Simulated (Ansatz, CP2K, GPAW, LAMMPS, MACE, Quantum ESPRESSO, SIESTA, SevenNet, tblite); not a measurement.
**Amorphous Hg33S25Se8 (66 atoms): forces by two methods**

66 atoms (33 Hg, 25 S, 8 Se) placed at random at 7.67 g/cm³, melted at 2500 K for 10 ps at fixed volume with the Stillinger-Weber II-VI potential (Zhou et al., Phys. Rev. B 88, 085309 (2013)). Quenched from 2500 K to 500 K at 30 K/ps and fixed volume, held 5 ps, then minimised at fixed cell.

Two calculations on one geometry. First: Kohn-Sham DFT, PBE, PAW, plane waves (Ansatz 0.2.0; cutoff 420 eV, Γ point, fermi-dirac smearing of 0.05 eV; PAW set soft_2). Second: Kohn-Sham DFT, PBE, GTH-PBE pseudopotentials, Gaussian and plane waves, DZVP-MOLOPT-SR-GTH, diagonalisation; 600/50 Ry; levels smeared at 580 K (CP2K 2026.2; Γ point).

Cell vectors (Å):

```
12.034 0.000 0.000
0.000 12.034 0.000
0.000 0.000 12.034
```

Atom, position (Å) and force of the first calculation (eV/Å):

```
1 Hg 3.713 4.874 4.202 -0.155 0.003 0.079
2 Hg 4.376 5.173 0.911 -0.048 0.299 -0.303
3 Hg 7.049 10.796 2.632 -0.443 0.238 -0.424
4 Hg 1.947 10.265 4.927 0.197 -0.355 0.695
5 Hg 6.937 7.335 7.227 -0.539 0.286 0.099
6 Hg 9.515 1.156 6.638 0.351 0.031 0.109
7 Hg 8.774 9.932 5.615 0.057 0.469 0.388
8 Hg 9.457 5.207 8.464 0.207 -0.346 0.267
9 Hg 1.338 7.317 10.553 0.457 -0.026 -0.447
10 Hg 2.823 10.539 1.599 0.207 -0.294 0.051
11 Hg 10.791 9.520 8.551 0.659 0.098 -0.233
12 Hg 6.036 0.082 5.728 -0.391 0.214 0.486
13 Hg 7.557 4.415 11.243 0.512 -0.607 0.144
14 Hg 0.397 4.291 4.711 0.261 -0.453 -0.366
15 Hg 6.388 3.865 6.238 -0.412 0.016 -0.236
16 Hg 1.369 3.301 0.053 0.026 -0.169 0.213
17 Hg 10.087 0.102 11.654 -0.173 0.261 0.309
18 Hg 10.508 6.983 4.632 0.563 -0.055 -0.023
19 Hg 1.339 0.385 10.824 -0.100 0.295 -0.709
20 Hg 0.585 3.455 8.088 -0.007 -0.451 0.478
21 Hg 3.818 5.665 8.737 -0.271 0.630 0.105
22 Hg 11.133 9.933 2.908 0.098 0.504 0.077
23 Hg 8.684 8.532 0.324 0.110 -0.053 -0.591
24 Hg 3.403 1.320 3.993 -0.532 0.027 0.146
25 Hg 10.754 4.900 1.558 -0.322 0.224 -0.443
26 Hg 7.566 6.373 3.193 -0.276 -0.214 0.063
27 Hg 4.175 1.431 8.943 0.098 -0.065 0.062
28 Hg 6.881 11.636 9.500 -0.325 -0.596 0.009
29 Hg 10.743 1.782 3.475 0.734 -0.681 -0.024
30 Hg 5.187 8.415 0.307 -0.286 -0.017 -0.832
31 Hg 5.153 1.823 0.260 0.581 -0.453 -0.058
32 Hg 7.459 2.822 3.064 -0.114 0.056 -0.200
33 Hg 1.951 7.096 6.136 0.682 0.301 0.144
34 S 1.120 1.755 5.260 0.102 -0.049 -1.183
35 S 5.021 9.694 10.120 0.080 -0.297 0.318
36 S 7.669 11.058 0.040 0.459 -0.633 0.387
37 S 5.820 6.209 5.028 0.263 -0.174 0.189
38 S 0.971 10.326 7.443 0.103 -0.433 0.281
39 S 0.502 4.849 10.258 -0.353 0.393 -0.418
40 S 8.131 0.619 4.238 -0.286 0.439 0.370
41 S 2.538 4.545 6.714 0.190 0.862 -0.631
42 S 3.700 11.843 11.593 0.424 0.229 -0.017
43 S 2.881 8.298 8.635 -0.343 -0.591 -0.014
44 S 9.871 5.787 11.227 -0.099 0.185 -0.032
45 S 8.740 8.775 3.101 -0.089 0.023 0.013
46 S 6.830 6.425 0.742 -0.668 0.562 0.427
47 S 4.881 3.036 2.625 -0.208 0.243 0.406
48 S 4.261 8.679 5.762 -0.770 -0.186 -0.089
49 S 10.416 3.568 6.626 0.207 0.041 0.650
50 S 7.841 2.159 0.557 -0.969 0.755 -0.506
51 S 6.534 10.042 7.252 0.537 0.129 -0.768
52 S 11.144 11.438 5.117 -0.156 -0.185 -0.346
53 S 1.677 1.038 8.254 -0.698 0.016 0.921
54 S 4.450 2.147 6.402 1.173 -0.642 -0.132
55 S 4.537 10.921 3.675 -0.245 0.170 -0.364
56 S 11.080 8.561 10.896 -0.148 0.284 0.782
57 S 10.933 2.302 0.948 0.526 -0.583 0.009
58 S 9.456 4.514 3.815 -0.056 0.296 -0.693
59 Se 1.537 5.102 2.216 -0.448 -0.146 0.541
60 Se 2.551 7.817 0.867 0.686 -0.044 0.278
61 Se 9.641 7.570 7.093 0.009 -0.203 0.070
62 Se 9.526 11.817 8.966 -0.306 0.677 -0.043
63 Se 0.885 7.973 3.674 -0.485 -0.450 0.353
64 Se 3.815 3.658 10.656 -0.136 -0.124 0.365
65 Se 6.520 4.993 8.710 0.580 0.362 0.189
66 Se 0.063 10.381 0.406 -0.280 -0.043 -0.344
```

**Question.** What forces does the second calculation give?

Atom and force (eV/Å):

```
1 -0.186 0.023 0.033
2 -0.070 0.332 -0.258
3 -0.478 0.245 -0.422
4 0.203 -0.330 0.691
5 -0.553 0.300 0.142
6 0.325 0.046 0.109
7 0.046 0.500 0.413
8 0.198 -0.374 0.315
9 0.494 -0.038 -0.502
10 0.196 -0.301 0.093
11 0.683 0.088 -0.247
12 -0.423 0.245 0.481
13 0.560 -0.668 0.104
14 0.245 -0.452 -0.380
15 -0.356 -0.033 -0.315
16 0.034 -0.276 0.234
17 -0.150 0.275 0.334
18 0.570 -0.085 -0.063
19 -0.162 0.371 -0.704
20 -0.036 -0.474 0.489
21 -0.316 0.705 0.131
22 0.091 0.523 0.091
23 0.108 -0.062 -0.650
24 -0.546 0.009 0.128
25 -0.318 0.273 -0.474
26 -0.227 -0.239 0.087
27 0.194 -0.129 0.092
28 -0.441 -0.525 -0.004
29 0.774 -0.692 0.004
30 -0.294 0.023 -0.808
31 0.610 -0.451 -0.082
32 -0.117 0.103 -0.168
33 0.687 0.311 0.170
34 0.104 -0.065 -1.163
35 0.079 -0.303 0.315
36 0.451 -0.628 0.382
37 0.247 -0.150 0.191
38 0.109 -0.420 0.301
39 -0.399 0.399 -0.414
40 -0.273 0.451 0.350
41 0.231 0.818 -0.630
42 0.449 0.178 -0.042
43 -0.328 -0.562 -0.019
44 -0.106 0.215 -0.019
45 -0.113 0.019 0.017
46 -0.655 0.555 0.423
47 -0.205 0.242 0.418
48 -0.788 -0.183 -0.095
49 0.181 0.061 0.616
50 -0.958 0.739 -0.507
51 0.535 0.115 -0.748
52 -0.134 -0.192 -0.328
53 -0.719 -0.004 0.905
54 1.142 -0.629 -0.142
55 -0.220 0.133 -0.384
56 -0.179 0.234 0.739
57 0.530 -0.578 -0.038
58 -0.061 0.281 -0.649
59 -0.455 -0.125 0.526
60 0.673 -0.064 0.318
61 0.028 -0.230 0.096
62 -0.270 0.716 -0.042
63 -0.474 -0.489 0.295
64 -0.134 -0.128 0.362
65 0.580 0.364 0.197
66 -0.212 -0.013 -0.299
```

The two sets differ by 31.1 meV/Å r.m.s., 7.8 % of the r.m.s. force of the Ansatz run. The network of bonds at the start is that of the classical potential that made the cell, and needn't be the one that DFT or experiment would give. The electronic-structure runs sample only Γ, in a cell whose shortest periodic width is 12 Å, which is coarse for a cell with partly filled levels.

[Logs are printed without paths, hosts, clocks, repeated set-up lines and the standing remarks that a program may print on its own settings, such as how far it seeks lower states.]

[Hosts, paths, dates, database ids (printed as entryN), source tags and the programs' standing remarks are cut or masked in the printed files.]
